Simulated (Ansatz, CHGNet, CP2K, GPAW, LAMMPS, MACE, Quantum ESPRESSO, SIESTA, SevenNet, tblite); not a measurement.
**tblite runs on glassy Na2Si4O9 (90 atoms)**

Aim: run glassy Na2Si4O9 (90 atoms) in tblite and see how near its forces come to a plane-wave reference, and at what cost.

Calculated with tblite 0.8.0; the method is named at each step.

## Step 1: The starting structure

The cell holds 90 atoms: 12 Na, 54 O and 24 Si. Its edges and angles: a = 10.817 Å, b = 10.817 Å, c = 10.817 Å, α = 90.0°, β = 90.0°, γ = 90.0°. 90 atoms (12 Na, 54 O, 24 Si) placed at random at 2.38 g/cm³, melted at 4500 K for 20 ps at fixed volume with the Morse and Coulomb pair potential with partial charges (Pedone, Malavasi, Menziani, Cormack and Segre, J. Phys. Chem. B 110, 11780 (2006)). Quenched from 4500 K to 300 K at 10 K/ps and fixed volume, held 5 ps.

The yardstick, on the same geometry:

| Property | Result |
| --- | --- |
| method | Kohn-Sham DFT, PBE, SSSP efficiency 1.3.0 pseudopotentials, plane waves (Quantum ESPRESSO 7.5); sssp-pbe-1.3.0-efficiency, cutoffs 60/480 Ry, Γ point |
| r.m.s. force component | 1.318 eV/Å |
| longest force | 5.296 eV/Å |
| pressure | 5.227 GPa |
| gap (highest filled to lowest empty level) | 2.733 eV |
| time | 2.7 min on 4 MPI ranks of Arm Neoverse V2, shared host |
| CPU time | 11 min |

## Step 2: GFN1-xTB

Method: GFN1-xTB tight binding, diagonalisation.

Input file run.py:

```python
import numpy as np
from ase.io import read
from tblite.ase import TBLite

atoms = read("structure.xyz")
atoms.calc = TBLite(method="GFN1-xTB", electronic_temperature=580, accuracy=1.0, max_iterations=250, mixer_damping=0.4, verbosity=1)
energy = atoms.get_potential_energy()
forces = atoms.get_forces()
print(f"energy {energy:.6f} eV")
print("forces (eV/A)")
for i, (a, f) in enumerate(zip(atoms, forces)):
    print(f"{i:4d} {a.symbol:2s} {f[0]:10.5f} {f[1]:10.5f} {f[2]:10.5f}")
stress = -atoms.get_stress(voigt=False) * 160.21766
print("stress (GPa, compression positive)")
for row in stress:
    print(" ".join(f"{x:10.4f}" for x in row))
print("charges (e)")
print(np.array2string(atoms.get_charges(), precision=4, suppress_small=True, max_line_width=110, threshold=100000))
```

Input file structure.xyz:

```xyz
90
Lattice="10.81660 0.00000 0.00000 0.00000 10.81660 0.00000 0.00000 0.00000 10.81660" Properties=species:S:1:pos:R:3 pbc="T T T"
Na 4.42723 9.63110 1.74753
Na 5.85578 8.42862 10.44646
Na 4.99619 3.34774 7.56773
Na 5.75670 1.24239 4.85568
Na 6.00181 6.49537 4.65071
Na 6.06530 3.35196 0.08188
Na 9.41931 1.44229 2.45991
Na 6.86584 9.10422 4.15595
Na 7.05783 1.29583 2.48090
Na 8.97994 6.69407 6.12544
Na 10.37042 3.46174 5.87742
Na 7.37930 3.21642 7.54177
O 6.09321 1.33401 7.39888
O 4.65763 4.77272 2.33671
O 1.53736 7.39033 10.60503
O 2.97381 1.76970 7.90823
O 4.91203 0.88610 9.49319
O 10.55960 5.52555 10.09632
O 3.52589 4.73789 6.13280
O 10.13018 4.78105 3.81177
O 2.33963 1.62541 10.55116
O 1.93855 9.68443 0.76744
O 2.63373 8.57248 4.97964
O 2.23352 4.95519 10.59951
O 9.76220 9.81174 8.43565
O 8.46118 5.87255 8.47329
O 4.60052 7.23328 6.82668
O 0.71411 6.98493 4.27267
O 3.60561 5.64032 8.50931
O 7.80807 5.09354 5.04746
O 7.50780 5.96957 10.79064
O 3.81826 8.75993 9.98794
O 7.34544 10.60676 9.27880
O 10.66895 9.50931 2.24563
O 9.66225 0.95543 9.99432
O 0.95781 0.48015 7.22527
O 2.29463 10.26831 3.23514
O 6.93593 8.11634 6.04021
O 3.87407 2.99652 4.04314
O 4.54362 5.82744 0.02856
O 8.32510 2.45288 0.72471
O 3.99284 3.32686 9.76285
O 1.94061 2.60788 5.70835
O 1.89377 4.67753 4.11756
O 2.07592 6.64301 6.47179
O 8.31797 2.80712 3.92383
O 6.20429 6.90564 1.81762
O 4.74016 9.94835 3.95942
O 8.71904 7.53149 1.87008
O 1.54104 9.35820 8.86723
O 9.24257 3.48338 9.26723
O 10.66117 4.75887 7.55529
O 0.88858 1.02152 1.79880
O 5.00008 2.17976 1.81005
O 9.06442 9.38870 0.17177
O 0.78604 5.79164 1.81394
[... 30 atom lines left out ...]
Si 5.90759 0.16939 8.43176
Si 2.22303 1.25494 6.58580
Si 7.76015 6.35335 1.54212
Si 4.66542 6.21349 1.64932
```

The run is started by

```
> OMP_NUM_THREADS=1 python run.py > output.txt
```

Output:

```text
------------------------------------------------------------
  cycle        total energy    energy error   density error
------------------------------------------------------------
      1     -284.0659462683  -2.8568747E+02   1.0077724E+00
      2     -281.6201351063   2.4458112E+00   7.9603249E-01
      3     -300.2139222441  -1.8593787E+01   4.9201303E-01
      4     -306.8897848498  -6.6758626E+00   1.1426405E-01
      5     -307.7095339464  -8.1974910E-01   2.2501498E-02
      6     -307.7323383492  -2.2804403E-02   7.9148171E-03
      7     -307.7337251169  -1.3867676E-03   3.8816208E-03
      8     -307.7344418094  -7.1669249E-04   9.5380609E-04
      9     -307.7344644986  -2.2689235E-05   3.4649643E-04
     10     -307.7344662230  -1.7244024E-06   1.7006393E-04
     11     -307.7344666977  -4.7471656E-07   1.1677198E-04
     12     -307.7344673199  -6.2222210E-07   1.9373432E-05
------------------------------------------------------------
 total:                                   3.632 sec
energy -8373.881383 eV
forces (eV/A)
   0 Na   -0.57960   -0.13745    0.14252
   1 Na    0.23265   -0.28861   -0.51497
   2 Na   -3.77779    0.21192    0.05828
   3 Na   -0.57276   -0.02161    0.82301
   4 Na   -0.13842   -0.63657   -0.03566
   5 Na    0.12157    0.13518    0.15969
   6 Na    4.16859    0.35206   -0.23018
   7 Na    0.22753    0.42139   -0.29626
   8 Na   -3.58371   -0.05644   -0.85056
   9 Na    0.14937    0.05491    0.22664
  10 Na    0.25625    0.07018    0.02735
  11 Na    3.85813   -0.05422    0.04663
  12 O     0.88134    0.76417   -1.22143
  13 O    -0.85323   -3.11309    0.62767
  14 O    -0.95703   -0.72629    0.28590
  15 O     1.31335   -0.07344    2.20350
  16 O    -0.36676   -1.31134    1.67761
  17 O     0.20559    0.65432    0.64227
  18 O     1.21035   -0.96826   -0.67352
  19 O     1.15163    0.30036   -0.26509
  20 O     1.03424   -0.87669   -1.52110
  21 O     0.02844    0.25323   -0.62209
  22 O     0.46240    0.06255    0.13743
  23 O    -0.76422   -0.55780   -0.13199
[...]
82 Si   -0.41408    0.75327    2.08120
  83 Si    0.88755    0.61711   -1.20601
  84 Si    1.03584   -0.65114   -0.03000
  85 Si   -3.00851    1.42013   -1.48783
  86 Si    2.45598    0.55459   -0.47126
  87 Si    0.46568   -0.29149    0.49282
  88 Si   -2.77967   -2.19936   -1.00549
  89 Si    0.97262    0.93568   -0.09791
stress (GPa, compression positive)
   12.1732    -1.2568    -1.6885
   -1.2568     9.6645    -0.2912
   -1.6885    -0.2912     8.8510
charges (e)
[ 0.3365  0.3529  0.362   0.3417  0.3754  0.3897  0.338   0.3414  0.3378  0.3452  0.3409  0.3599 -0.4689
 -0.299  -0.2471 -0.2881 -0.2321 -0.2497 -0.279  -0.2826 -0.2428 -0.2591 -0.2479 -0.2734 -0.2331 -0.3031
 -0.2405 -0.249  -0.2152 -0.4786 -0.2648 -0.4687 -0.2826 -0.257  -0.2756 -0.264  -0.2549 -0.461  -0.2796
 -0.2657 -0.4506 -0.2846 -0.2734 -0.2403 -0.2314 -0.4564 -0.3293 -0.436  -0.2343 -0.2475 -0.2741 -0.4581
 -0.2892 -0.4254 -0.2782 -0.2211 -0.2775 -0.285  -0.238  -0.2417 -0.2283 -0.2715 -0.4808 -0.4533 -0.2458
 -0.4285  0.4336  0.5361  0.4894  0.5     0.508   0.5441  0.5432  0.5369  0.4692  0.5218  0.5048  0.5137
  0.5309  0.4935  0.5416  0.4697  0.4857  0.4875  0.5509  0.5537  0.5095  0.5195  0.5155  0.4628]
```

Elapsed: 4.1 s, on 1 thread of Arm Neoverse V2, shared host; peak memory 0.12 GiB.

Banners, paths, timers and routine set-up lines are dropped from the logs unmarked, and long logs keep their key lines alone; longer cuts are marked.

Compared with the plane-wave run:

```
r.m.s. force component                  : 1.18 eV/Å
r.m.s. difference of force components   : 667 meV/Å
longest difference of force vectors     : 3437 meV/Å
force difference over r.m.s. force      : 50.6 %
slope of forces against the reference's : 0.7726
correlation of force components         : 0.8631
pressure                                : 10.23 GPa
pressure difference                     : 5.002 GPa
```

Length of the force difference by element (eV/Å):

| element | atoms | mean | most |
| --- | --- | --- | --- |
| Na | 12 | 1.3 | 3.4 |
| O | 54 | 0.64 | 1.2 |
| Si | 24 | 1.4 | 2.8 |

A closer look about O13, which has 4 bonded neighbours where the commonest count for O is 2: 10 atoms, nearest first, numbered in the order of the input, with positions taken from that point.

| atom | x | y | z | distance (Å) | bonds | Mulliken charge (e) | Fx | Fy | Fz (eV/Å) |
| --- | --- | --- | --- | --- | --- | --- | --- | --- | --- |
| O13 | 0.00 | 0.00 | 0.00 | 0.00 | 4 | -0.47 | 0.88 | 0.76 | -1.22 |
| Si87 | -0.19 | -1.16 | 1.03 | 1.57 | 4 | 0.51 | 2.46 | 0.55 | -0.47 |
| Na12 | 1.29 | 1.88 | 0.14 | 2.28 | 3 | 0.36 | 3.86 | -0.05 | 0.05 |
| Na3 | -1.10 | 2.01 | 0.17 | 2.30 | 5 | 0.36 | -3.78 | 0.21 | 0.06 |
| O17 | -1.18 | -0.45 | 2.09 | 2.45 | 2 | -0.23 | -0.37 | -1.31 | 1.68 |
| Na4 | -0.34 | -0.09 | -2.54 | 2.57 | 3 | 0.34 | -0.57 | -0.02 | 0.82 |
| O61 | -0.62 | -2.49 | 0.23 | 2.58 | 2 | -0.23 | -0.54 | 0.01 | 0.50 |
| O33 | 1.25 | -1.54 | 1.88 | 2.74 | 2 | -0.28 | -0.18 | -0.01 | -0.36 |
| O16 | -3.12 | 0.44 | 0.51 | 3.19 | 3 | -0.29 | 1.31 | -0.07 | 2.20 |
| Si86 | -2.48 | 0.43 | 2.15 | 3.31 | 4 | 0.55 | -3.01 | 1.42 | -1.49 |

Atoms are counted from 1 here, from 0 in the log.

Forces lie 51 % from the reference's, at 0.0062 times its CPU time (on 1 against 4 cores).

## Step 3: What came out

```
force difference from the reference : tblite GFN1-xTB, 51 %
its CPU time                        : 4.1 s
```

Tight binding differs by 51 % (tblite GFN1-xTB); it is another model, with fitted parameters of its own, and the xTB methods hold dispersion. One electronic-structure run takes under half the reference's CPU time: tblite GFN1-xTB, at 51 % in 4.1 s against 11 min; its pressure misses by +5.0 GPa. Periodic xTB results under one method name differ between programs and library versions. The reference's pressure holds the uncorrected Pulay stress of its 60 Ry basis, so small pressure differences, and their order, may be the reference's own error. The quench rate of 10 K/ps is many orders above laboratory rates, so the cell is likely richer in defects and strain than a real sample. The network of bonds at the start is that of the classical potential that made the cell, and needn't be the one that DFT or experiment would give. The electronic-structure runs sample only Γ, in a cell whose shortest periodic width is 11 Å.

[Also dropped from logs without a mark: logging warnings of Python, and SIESTA's first energy breakdown and zero terms.]

[Logs are printed without paths, hosts, clocks, repeated set-up lines and the standing remarks that a program may print on its own settings, such as how far it seeks lower states.]

[Hosts, paths, dates, database ids (printed as entryN), source tags and the programs' standing remarks are cut or masked in the printed files.]
